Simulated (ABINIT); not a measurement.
# A GW chain in ABINIT: AlN (F-43m), part 2 of 3

Aim: the G0W0 gap of AlN (F-43m) on PBE, step by step.

ABINIT 10.8.3; PBE and many-body steps on it, plane waves. Known limits of the many-body steps: not at the basis limit; coarse k mesh.

So far. Step 2 (Ground state): The gap is indirect, with the least direct gap 0.87 eV higher.

### Step 3. Bands along the symmetry lines

Level of this step: DFT, PBE, plane waves, norm-conserving pseudopotentials (ABINIT).

Levels along a band path, at the cheap level, show where the edges lie and whether the meshes to come will hold them.

The input, run.abi:

```
acell 3*1.0 Angstrom
rprim 
  -0.000000000000 2.183993559600 2.183993559600
  2.183993559600 -0.000000000000 2.183993559600
  2.183993559600 2.183993559600 -0.000000000000
ntypat 2
znucl 13 7
natom 2
typat 1 2
xred 
  0.000000000000 0.000000000000 0.000000000000
  0.750000000000 0.750000000000 0.750000000000
pp_dirpath "pseudos"
pseudos "Al.upf, N.upf"
ecut 36
iscf -2
irdden 1
kptopt 0
nkpt 50
kpt 
  0.00000000 0.00000000 0.00000000
  -0.06250000 -0.06250000 0.00000000
  -0.12500000 -0.12500000 0.00000000
  -0.18750000 -0.18750000 0.00000000
  -0.25000000 -0.25000000 0.00000000
  -0.31250000 -0.31250000 0.00000000
  -0.37500000 -0.37500000 0.00000000
  -0.43750000 -0.43750000 0.00000000
  -0.50000000 -0.50000000 0.00000000
  -0.48437500 -0.48437500 0.03125000
  -0.46875000 -0.46875000 0.06250000
  -0.45312500 -0.45312500 0.09375000
  -0.43750000 -0.43750000 0.12500000
  -0.42187500 -0.42187500 0.15625000
  -0.40625000 -0.40625000 0.18750000
  -0.39062500 -0.39062500 0.21875000
  -0.37500000 -0.37500000 0.25000000
  -0.37500000 0.00000000 0.37500000
  -0.32812500 0.00000000 0.32812500
  -0.28125000 0.00000000 0.28125000
  -0.23437500 0.00000000 0.23437500
  -0.18750000 0.00000000 0.18750000
  -0.14062500 0.00000000 0.14062500
  -0.09375000 0.00000000 0.09375000
  -0.04687500 0.00000000 0.04687500
  0.00000000 0.00000000 0.00000000
  0.00000000 0.00000000 0.06250000
  0.00000000 0.00000000 0.12500000
  0.00000000 0.00000000 0.18750000
  0.00000000 0.00000000 0.25000000
  0.00000000 0.00000000 0.31250000
  0.00000000 0.00000000 0.37500000
  0.00000000 0.00000000 0.43750000
  0.00000000 0.00000000 0.50000000
  -0.06250000 -0.03125000 0.46875000
  -0.12500000 -0.06250000 0.43750000
  -0.18750000 -0.09375000 0.40625000
  -0.25000000 -0.12500000 0.37500000
  -0.31250000 -0.15625000 0.34375000
  -0.37500000 -0.18750000 0.31250000
  -0.43750000 -0.21875000 0.28125000
  -0.50000000 -0.25000000 0.25000000
  -0.50000000 -0.28125000 0.21875000
  -0.50000000 -0.31250000 0.18750000
  -0.50000000 -0.34375000 0.15625000
  -0.50000000 -0.37500000 0.12500000
  -0.50000000 -0.40625000 0.09375000
  -0.50000000 -0.43750000 0.06250000
  -0.50000000 -0.46875000 0.03125000
  -0.50000000 -0.50000000 0.00000000
istwfk *1
nband 11
nbdbuf 2
tolwfr 1e-08
nstep 40
prtwf 0
prtvol 0
indata_prefix "in"
outdata_prefix "out"
tmpdata_prefix "tmp"
```

On the command line:

```
OMP_NUM_THREADS=1 mpirun -n 4 abinit run.abi > log
```

Numbers of over 12 decimals in the logs are rounded to 6 here.

Output:

```text
.Version 10.8.3 of ABINIT. v10.8.2 released Aug 2026.

 Symmetries : space group F-4 3 m (#216); Bravais cF (face-center cubic)
[... echo of the input left out ...]
== DATASET  1 ==================================================================
-   mpi_nproc: 4, omp_nthreads: 1 (-1 if OMP is not activated)

--- !DatasetInfo
iteration_state: {dtset: 1, }
dimensions: {natom: 2, nkpt: 50, mband: 11, nsppol: 1, nspinor: 1, nspden: 1, mpw: 1475, }
cutoff_energies: {ecut:  36.0, pawecutdg:  -1.0, }
electrons: {nelect:   8.00000000E+00, charge:   0.00000000E+00, occopt:   1.00000000E+00, tsmear:   1.00000000E-02, }

 Real(R)+Recip(G) space primitive vectors, cartesian coordinates (Bohr,Bohr^-1):
 R(1)=  0.0000000  4.1271497  4.1271497  G(1)= -0.1211490  0.1211490  0.1211490
 R(2)=  4.1271497  0.0000000  4.1271497  G(2)=  0.1211490 -0.1211490  0.1211490
 R(3)=  4.1271497  4.1271497  0.0000000  G(3)=  0.1211490  0.1211490 -0.1211490
 Unit cell volume ucvol=  1.4059849E+02 bohr^3
 Angles (23,13,12)=  6.00000000E+01  6.00000000E+01  6.00000000E+01 degrees

 getcut: wavevector=  0.0000  0.0000  0.0000  ngfft=  32  32  32
         ecut(hartree)=     36.000   => boxcut(ratio)=   2.02987

--- Pseudopotential description ------------------------------------------------
- Al Generated using ONCVPSP code by D. R. Hamann
- 13.00000   3.00000  171031                  znucl, zion, pspdat
12 -101130 2 -1 1876                          pspcod,pspxc,lmax,lloc,mmax
     nproj     2     2     2
  pspatm : epsatm=    4.08140545
         --- l  ekb(1:nproj) -->
             0    5.126667    0.728291
             1    7.287548    0.832437
             2   -2.770497   -0.637722
 pspatm: atomic psp has been read  and splines computed

- N Generated using ONCVPSP code by D. R. Hamann
-  7.00000   5.00000  171031                  znucl, zion, pspdat
12 -101130 1 -1 1058                          pspcod,pspxc,lmax,lloc,mmax
     nproj     2     2     0
  pspatm : epsatm=    5.20977870
         --- l  ekb(1:nproj) -->
[...]
pspatm: atomic psp has been read  and splines computed

--------------------------------------------------------------------------------

================================================================================
 prteigrs : about to open file out_EIG
 Non-SCF case, kpt    1 (  0.00000  0.00000  0.00000), residuals and eigenvalues=
  9.71E-10  2.77E-09  4.29E-09  7.32E-09  6.57E-10  1.48E-09  2.28E-09  8.19E-09
[...]
-3.6046E-01  1.8958E-01  1.8958E-01  1.8958E-01  3.4363E-01  6.5223E-01
  6.5223E-01  6.5223E-01  8.4170E-01  8.4170E-01  8.9101E-01
 Non-SCF case, kpt    2 ( -0.06250 -0.06250  0.00000), residuals and eigenvalues=
  1.61E-09  4.70E-09  3.30E-09  4.21E-09  2.01E-09  3.11E-09  1.76E-09  3.04E-09
[...]
-3.5763E-01  1.7673E-01  1.8652E-01  1.8652E-01  3.5768E-01  6.4259E-01
[...]
5.51E-09  4.84E-09  2.51E-09  3.94E-09  1.53E-09  4.56E-09  1.74E-09  7.44E-09
[...]
-3.4934E-01  1.4803E-01  1.7814E-01  1.7814E-01  3.8760E-01  6.1896E-01
  6.6769E-01  6.6769E-01  6.9898E-01  8.5904E-01  9.2688E-01
[...]
Non-SCF case, kpt   49 ( -0.50000 -0.46875  0.03125), residuals and eigenvalues=
[...]
-2.6170E-01  1.0381E-02  1.2267E-01  1.2270E-01  3.1521E-01  5.1016E-01
  6.9990E-01  7.6114E-01  7.6755E-01  1.0562E+00  1.0588E+00
 Non-SCF case, kpt   50 ( -0.50000 -0.50000  0.00000), residuals and eigenvalues=
[...]
-2.6178E-01  9.5895E-03  1.2433E-01  1.2433E-01  3.1176E-01  5.0752E-01
  7.0112E-01  7.6645E-01  7.6645E-01  1.0537E+00  1.0698E+00

--- !ResultsGS
iteration_state: {dtset: 1, }
comment   : Summary of ground state results
lattice_vectors:
- [ -0.0000000,   4.1271497,   4.1271497, ]
- [  4.1271497,  -0.0000000,   4.1271497, ]
- [  4.1271497,   4.1271497,  -0.0000000, ]
lattice_lengths: [   5.83667,    5.83667,    5.83667, ]
lattice_angles: [ 60.000,  60.000,  60.000, ] # degrees, (23, 13, 12)
lattice_volume:   1.4059849E+02
convergence: {deltae:  0.000E+00, res2:  0.000E+00, residm:  9.997E-09, diffor:  0.000E+00, }
etotal    :  -1.27923967E+01
entropy   :   0.00000000E+00
fermie    :   1.89575042E-01
cartesian_stress_tensor: null
pressure_GPa: null
xred      :
- [  0.0000E+00,   0.0000E+00,   0.0000E+00, Al]
- [  7.5000E-01,   7.5000E-01,   7.5000E-01,  N]
cartesian_forces: null
force_length_stats: {min: null, max: null, mean: null, }

 Integrated electronic density in atomic spheres:
 ------------------------------------------------
 Atom  Sphere_radius  Integrated_density
[...]
================================================================================

 ----iterations are completed or convergence reached----

 Mean square residual over all n,k,spin=   46.700E-10; max=  99.965E-10
 reduced coordinates (array xred) for    2 atoms
[...]
cartesian coordinates (angstrom) at end:
    1      0.000000     0.000000     0.000000
    2      3.275990     3.275990     3.275990
 length scales=  1.889726125908  1.889726125908  1.889726125908 bohr
              =  1.000000000000  1.000000000000  1.000000000000 angstroms
 prteigrs : about to open file out_EIG
 Eigenvalues (hartree) for nkpt=  50  k points:
 kpt#   1, nband= 11, wtk=  1.00000, kpt=  0.0000  0.0000  0.0000 (reduced coord)
[...]
kpt#   2, nband= 11, wtk=  1.00000, kpt= -0.0625 -0.0625  0.0000 (reduced coord)
[...]
kpt#   3, nband= 11, wtk=  1.00000, kpt= -0.1250 -0.1250  0.0000 (reduced coord)
[...]
kpt#  49, nband= 11, wtk=  1.00000, kpt= -0.5000 -0.4687  0.0313 (reduced coord)
  -0.26170    0.01038    0.12267    0.12270    0.31521    0.51016    0.69990    0.76114
   0.76755    1.05617    1.05884
 kpt#  50, nband= 11, wtk=  1.00000, kpt= -0.5000 -0.5000  0.0000 (reduced coord)
  -0.26178    0.00959    0.12433    0.12433    0.31176    0.50752    0.70112    0.76645
   0.76645    1.05374    1.06976

== END DATASET(S) ==============================================================
================================================================================

 -outvars: echo values of variables after computation  --------
            nband          11
             nkpt          50
          spgroup         216
 [... the other variables as echoed above ...]

 Calculation completed.
```

Elapsed: 3.4 s, on 4 MPI ranks of Intel Xeon Platinum 8559C (Emerald Rapids), shared host; peak memory 0.28 GiB; 13 s of CPU time.

This step gave:

* gap: 3.325 eV
* k of the valence top: 0, 0, 0
* k of the conduction bottom: -0.5, -0.5, 0
* least direct gap: 4.192 eV

The gap is 3.325 eV, as in the run before at this level.

The electronic bands at the labelled points (eV, zero at the top of the highest filled band; v1 is the highest filled band, c1 the lowest empty one):

```tsv
point	v4	v3	v2	v1	c1	c2	c3	c4
Γ	-14.97	0.00	0.00	0.00	4.19	12.59	12.59	12.59
halfway	-13.84	-2.88	-0.98	-0.98	5.96	10.29	11.51	14.02
X	-12.28	-4.90	-1.78	-1.78	3.32	8.65	13.92	15.70
halfway	-12.27	-4.73	-2.47	-1.67	3.96	9.19	13.67	15.23
U	-12.30	-4.25	-3.63	-1.37	5.17	10.12	13.05	14.17
jump to K	-12.30	-4.25	-3.63	-1.37	5.17	10.12	13.05	14.17
halfway	-13.74	-3.54	-1.50	-0.20	7.34	10.30	11.41	12.58
Γ	-14.97	0.00	0.00	0.00	4.19	12.59	12.59	12.59
halfway	-14.12	-3.26	-0.26	-0.26	6.45	10.98	12.35	12.35
L	-12.92	-5.86	-0.48	-0.48	7.39	9.85	11.17	11.17
halfway	-12.60	-5.14	-2.22	-1.12	7.11	9.26	12.17	12.69
W	-12.23	-3.77	-3.44	-2.70	6.05	11.45	11.98	12.16
halfway	-12.25	-4.56	-2.40	-2.29	4.57	9.69	13.40	13.89
X	-12.28	-4.90	-1.78	-1.78	3.32	8.65	13.92	15.70
```

The electronic bands as a text plot (rows in eV, shown from -8.0 to 9.3 only):

```
    9.0 |         ++++++      ++                    +++       +++
    8.2 |                     ++                    +
    7.5 |                   ++  +              +++++ +
    6.8 |                        ++         +++       ++
    6.1 |    +++           +               +            ++++
    5.4 |  ++   ++        +        ++    ++                 +
    4.6 | +              +           +  +                    +
    3.9 |+        +++  ++             ++                      ++
    3.2 |            ++                                         +
    2.5 |
    1.7 |
    1.0 |
    0.3 |*                         ******
   -0.4 | ****              **********  *************
   -1.1 |  ** ****       ***    *****    **         ****
   -1.9 |    *    *******                  *         ** *     ***
   -2.6 |     **       **     ** **                    * *****
   -3.3 |       **       *****  *           *           *****
   -4.0 |         *      ***  **             **         *****
   -4.8 |          ******   **                 *       *     ****
   -5.5 |                                       * *****
   -6.2 |                                        *
   -6.9 |
   -7.6 |
         Γ           X  U|K            Γ         L        W     X
```

### Step 4. Empty states on the mesh, 4×4×4 mesh, 23 bands

The sums over transitions need many empty states on a uniform mesh; this step solves for them.

The input, run.abi:

```
acell 3*1.0 Angstrom
rprim 
  -0.000000000000 2.183993559600 2.183993559600
  2.183993559600 -0.000000000000 2.183993559600
  2.183993559600 2.183993559600 -0.000000000000
ntypat 2
znucl 13 7
natom 2
typat 1 2
xred 
  0.000000000000 0.000000000000 0.000000000000
  0.750000000000 0.750000000000 0.750000000000
pp_dirpath "pseudos"
pseudos "Al.upf, N.upf"
ecut 36
ngkpt 4 4 4
nshiftk 1
shiftk 0 0 0
kptopt 1
chksymbreak 0
iscf -2
irdden 1
istwfk *1
nband 23
nbdbuf 4
tolwfr 1e-09
nstep 60
prtvol 0
indata_prefix "in"
outdata_prefix "out"
tmpdata_prefix "tmp"
```

Output:

```text
.Version 10.8.3 of ABINIT. v10.8.2 released Aug 2026.

 Symmetries : space group F-4 3 m (#216); Bravais cF (face-center cubic)
[... echo of the input left out ...]
== DATASET  1 ==================================================================
-   mpi_nproc: 4, omp_nthreads: 1 (-1 if OMP is not activated)

--- !DatasetInfo
iteration_state: {dtset: 1, }
dimensions: {natom: 2, nkpt: 8, mband: 23, nsppol: 1, nspinor: 1, nspden: 1, mpw: 1475, }
cutoff_energies: {ecut:  36.0, pawecutdg:  -1.0, }
electrons: {nelect:   8.00000000E+00, charge:   0.00000000E+00, occopt:   1.00000000E+00, tsmear:   1.00000000E-02, }

 Real(R)+Recip(G) space primitive vectors, cartesian coordinates (Bohr,Bohr^-1):
 R(1)=  0.0000000  4.1271497  4.1271497  G(1)= -0.1211490  0.1211490  0.1211490
 R(2)=  4.1271497  0.0000000  4.1271497  G(2)=  0.1211490 -0.1211490  0.1211490
 R(3)=  4.1271497  4.1271497  0.0000000  G(3)=  0.1211490  0.1211490 -0.1211490
 Unit cell volume ucvol=  1.4059849E+02 bohr^3
 Angles (23,13,12)=  6.00000000E+01  6.00000000E+01  6.00000000E+01 degrees

 getcut: wavevector=  0.0000  0.0000  0.0000  ngfft=  32  32  32
         ecut(hartree)=     36.000   => boxcut(ratio)=   2.02987

--- Pseudopotential description ------------------------------------------------
- Al Generated using ONCVPSP code by D. R. Hamann
- 13.00000   3.00000  171031                  znucl, zion, pspdat
12 -101130 2 -1 1876                          pspcod,pspxc,lmax,lloc,mmax
     nproj     2     2     2
  pspatm : epsatm=    4.08140545
         --- l  ekb(1:nproj) -->
             0    5.126667    0.728291
             1    7.287548    0.832437
             2   -2.770497   -0.637722
 pspatm: atomic psp has been read  and splines computed

- N Generated using ONCVPSP code by D. R. Hamann
-  7.00000   5.00000  171031                  znucl, zion, pspdat
12 -101130 1 -1 1058                          pspcod,pspxc,lmax,lloc,mmax
     nproj     2     2     0
  pspatm : epsatm=    5.20977870
         --- l  ekb(1:nproj) -->
[...]
pspatm: atomic psp has been read  and splines computed

--------------------------------------------------------------------------------

================================================================================
 prteigrs : about to open file out_EIG
 Non-SCF case, kpt    1 (  0.00000  0.00000  0.00000), residuals and eigenvalues=
  2.90E-10  1.32E-10  2.39E-10  5.21E-10  4.90E-10  3.78E-11  5.33E-11  1.50E-10
  1.06E-10  5.40E-10  7.57E-11  2.75E-10  8.19E-10  4.15E-11  3.11E-10  1.29E-10
  4.15E-10  6.50E-10  5.34E-10  5.12E-10  5.81E-08  4.18E-09  8.30E-09
 -3.6046E-01  1.8958E-01  1.8958E-01  1.8958E-01  3.4363E-01  6.5223E-01
  6.5223E-01  6.5223E-01  8.4170E-01  8.4170E-01  8.9101E-01  8.9101E-01
  8.9101E-01  9.6680E-01  1.1470E+00  1.4588E+00  1.4588E+00  1.4588E+00
  1.8354E+00  1.8354E+00  1.8354E+00  1.8966E+00  1.8966E+00
 prteigrs : prtvol=0 or 1, do not print more k-points.

--- !ResultsGS
iteration_state: {dtset: 1, }
comment   : Summary of ground state results
lattice_vectors:
- [ -0.0000000,   4.1271497,   4.1271497, ]
- [  4.1271497,  -0.0000000,   4.1271497, ]
- [  4.1271497,   4.1271497,  -0.0000000, ]
lattice_lengths: [   5.83667,    5.83667,    5.83667, ]
lattice_angles: [ 60.000,  60.000,  60.000, ] # degrees, (23, 13, 12)
lattice_volume:   1.4059849E+02
convergence: {deltae:  0.000E+00, res2:  0.000E+00, residm:  9.821E-10, diffor:  0.000E+00, }
etotal    :  -1.27923967E+01
entropy   :   0.00000000E+00
fermie    :   1.89575042E-01
cartesian_stress_tensor: null
pressure_GPa: null
xred      :
- [  0.0000E+00,   0.0000E+00,   0.0000E+00, Al]
- [  7.5000E-01,   7.5000E-01,   7.5000E-01,  N]
cartesian_forces: null
force_length_stats: {min: null, max: null, mean: null, }

 Integrated electronic density in atomic spheres:
 ------------------------------------------------
 Atom  Sphere_radius  Integrated_density
[...]
================================================================================

 ----iterations are completed or convergence reached----

 Mean square residual over all n,k,spin=   41.216E-11; max=  98.209E-11
 reduced coordinates (array xred) for    2 atoms
       0.000000000000      0.000000000000      0.000000000000
       0.750000000000      0.750000000000      0.750000000000

 cartesian coordinates (angstrom) at end:
    1      0.000000     0.000000     0.000000
    2      3.275990     3.275990     3.275990
 length scales=  1.889726125908  1.889726125908  1.889726125908 bohr
              =  1.000000000000  1.000000000000  1.000000000000 angstroms
 prteigrs : about to open file out_EIG
 Eigenvalues (hartree) for nkpt=   8  k points:
 kpt#   1, nband= 23, wtk=  0.01563, kpt=  0.0000  0.0000  0.0000 (reduced coord)
  -0.36046    0.18958    0.18958    0.18958    0.34363    0.65223    0.65223    0.65223
   0.84170    0.84170    0.89101    0.89101    0.89101    0.96680    1.14704    1.45884
   1.45884    1.45884    1.83537    1.83537    1.83537    1.89660    1.89660
 prteigrs : prtvol=0 or 1, do not print more k-points.

== END DATASET(S) ==============================================================
================================================================================

 -outvars: echo values of variables after computation  --------
            nband          23
             nkpt           8
          spgroup         216
 [... the other variables as echoed above ...]

 Calculation completed.
```

Elapsed: 2.6 s, on 4 MPI ranks; peak memory 0.07 GiB.

Numbers from this step:

```yaml
gap: 3.325 eV
k_of_the_valence_top: 0, 0, 0
k_of_the_conduction_bottom: 0.5, 0.5, 0
least_direct_gap: 4.192 eV
k_points_computed: 8
lowest_point_of_the_top_converged_band_above_the_valence_top: 36.52 eV
```

On this mesh the gap is 3.325 eV.

### Step 5. Screening, 4×4×4 mesh, 19 bands, screening to 108.8 eV

The RPA dielectric matrix is built and inverted for each q.

This step: RPA screening on PBE, plane waves, norm-conserving pseudopotentials.

run.abi, as its differences from that of step 4:

```diff
@@ -20,10 +20,11 @@
 chksymbreak 0
-iscf -2
-irdden 1
 istwfk *1
-nband 23
-nbdbuf 4
-tolwfr 1e-09
-nstep 60
-prtvol 0
+occopt 1
+irdwfk 1
+optdriver 3
+nband 19
+ecuteps 4
+inclvkb 2
+awtr 1
+symchi 1
 indata_prefix "in"
```

Output:

```text
.Version 10.8.3 of ABINIT. v10.8.2 released Aug 2026.

 Symmetries : space group F-4 3 m (#216); Bravais cF (face-center cubic)
[... echo of the input left out ...]
== DATASET  1 ==================================================================
-   mpi_nproc: 4, omp_nthreads: 1 (-1 if OMP is not activated)

--- !DatasetInfo
iteration_state: {dtset: 1, }
dimensions: {natom: 2, nkpt: 8, mband: 19, nsppol: 1, nspinor: 1, nspden: 1, mpw: 1475, }
cutoff_energies: {ecut:  36.0, pawecutdg:  -1.0, }
electrons: {nelect:   8.00000000E+00, charge:   0.00000000E+00, occopt:   1.00000000E+00, tsmear:   1.00000000E-02, }

 SCREENING: Calculation of the susceptibility and dielectric matrices

 Based on a program developped by R.W. Godby, V. Olevano, G. Onida, and L. Reining.
 Incorporated in ABINIT by V. Olevano, G.-M. Rignanese, and M. Torrent.
.Using double precision arithmetic ; gwpc =  8

[... cell and pseudopotentials left out ...]
--------------------------------------------------------------------------------

 ==== K-mesh for the wavefunctions ====
 Number of points in the irreducible wedge :     8
[... list of points left out ...]
 Together with 24 symmetry operations and time-reversal symmetry
 yields    64 points in the full Brillouin Zone.

 ==== Q-mesh for the screening function ====
 Number of points in the irreducible wedge :     8
[... list of points left out ...]
 Together with 24 symmetry operations and time-reversal symmetry
 yields    64 points in the full Brillouin Zone.

 setmesh: FFT mesh size selected  =    24x   24x   24
          total number of points  =        13824

 vcoul_init : cutoff-mode = AUXILIARY_FUNCTION
 q-points for optical limit:   1
     1)      0.000010    0.000020    0.000030

- screening: taking advantage of time-reversal symmetry
- Maximum band index for partially occupied states nbvw = 4
- Remaining bands to be divided among processors   nbcw = 15
- Number of bands treated by each node ~3

 Number of electrons calculated from density =    8.0000; Expected =    8.0000
 average of density, n =  0.056900
 r_s =    1.6129
 omega_plasma =   23.0097 [eV]

 calculating chi0 at frequencies [eV] :
  1    0.000000E+00    0.000000E+00
  2    0.000000E+00    2.300966E+01

--------------------------------------------------------------------------------
  q-point number  1        q = ( 0.000000, 0.000000, 0.000000) [r.l.u.]
--------------------------------------------------------------------------------
[... chi0 elements left out ...]
 For q-point:  0.000010 0.000020 0.000030
  dielectric constant =   4.8736
  dielectric constant without local fields =   5.3174

  Average fulfillment of the sum rule on Im[epsilon] for q-point    1 :     36.45  [%]
[... wings left out ...]
  q-point number  2        q = ( 0.250000, 0.000000, 0.000000) [r.l.u.]
--------------------------------------------------------------------------------
[... chi0 elements left out ...]
  Average fulfillment of the sum rule on Im[epsilon] for q-point    2 :     69.08  [%]

 [... 6 further q-points ...]
```

The job ended after 2.6 s (4 MPI ranks; peak memory 0.09 GiB).

This step gave:

| Item | Value |
| --- | --- |
| ε∞ with local fields, on this mesh, along the program's q direction | 4.874 |
| the same without local fields | 5.317 |
| plasma frequency | 23.01 eV |
| plane waves in the screening matrix | 59 |

Local fields lower ε∞ by 8 %. On a Γ-centred mesh this coarse the value itself is usually too large, while a short band sum pulls it down.

(Part 2 of 3 ends here.)

[Paths, hosts, dates, memory and timing lines, banners, echoed tables and standing remarks are left out of the program output.]

[Logs are printed without paths, hosts, clocks, repeated set-up lines and the standing remarks that a program may print on its own settings, such as how far it seeks lower states.]

[Runs of the session that timed out or met a known fault of the program may be left out.]

[Hosts, paths, dates, database ids (printed as entryN), source tags and the programs' standing remarks are cut or masked in the printed files.]

[G0W0 gaps are taken among the corrected bands and points alone; a level outside them can change the order at an edge.]

[Where Ansatz stands beside ABINIT at settings called matched, ABINIT's density can come from a denser mesh and the files from another edition; pairs whose starting gaps differed by over 0.03 eV were left out, so agreement reads better than it is.]
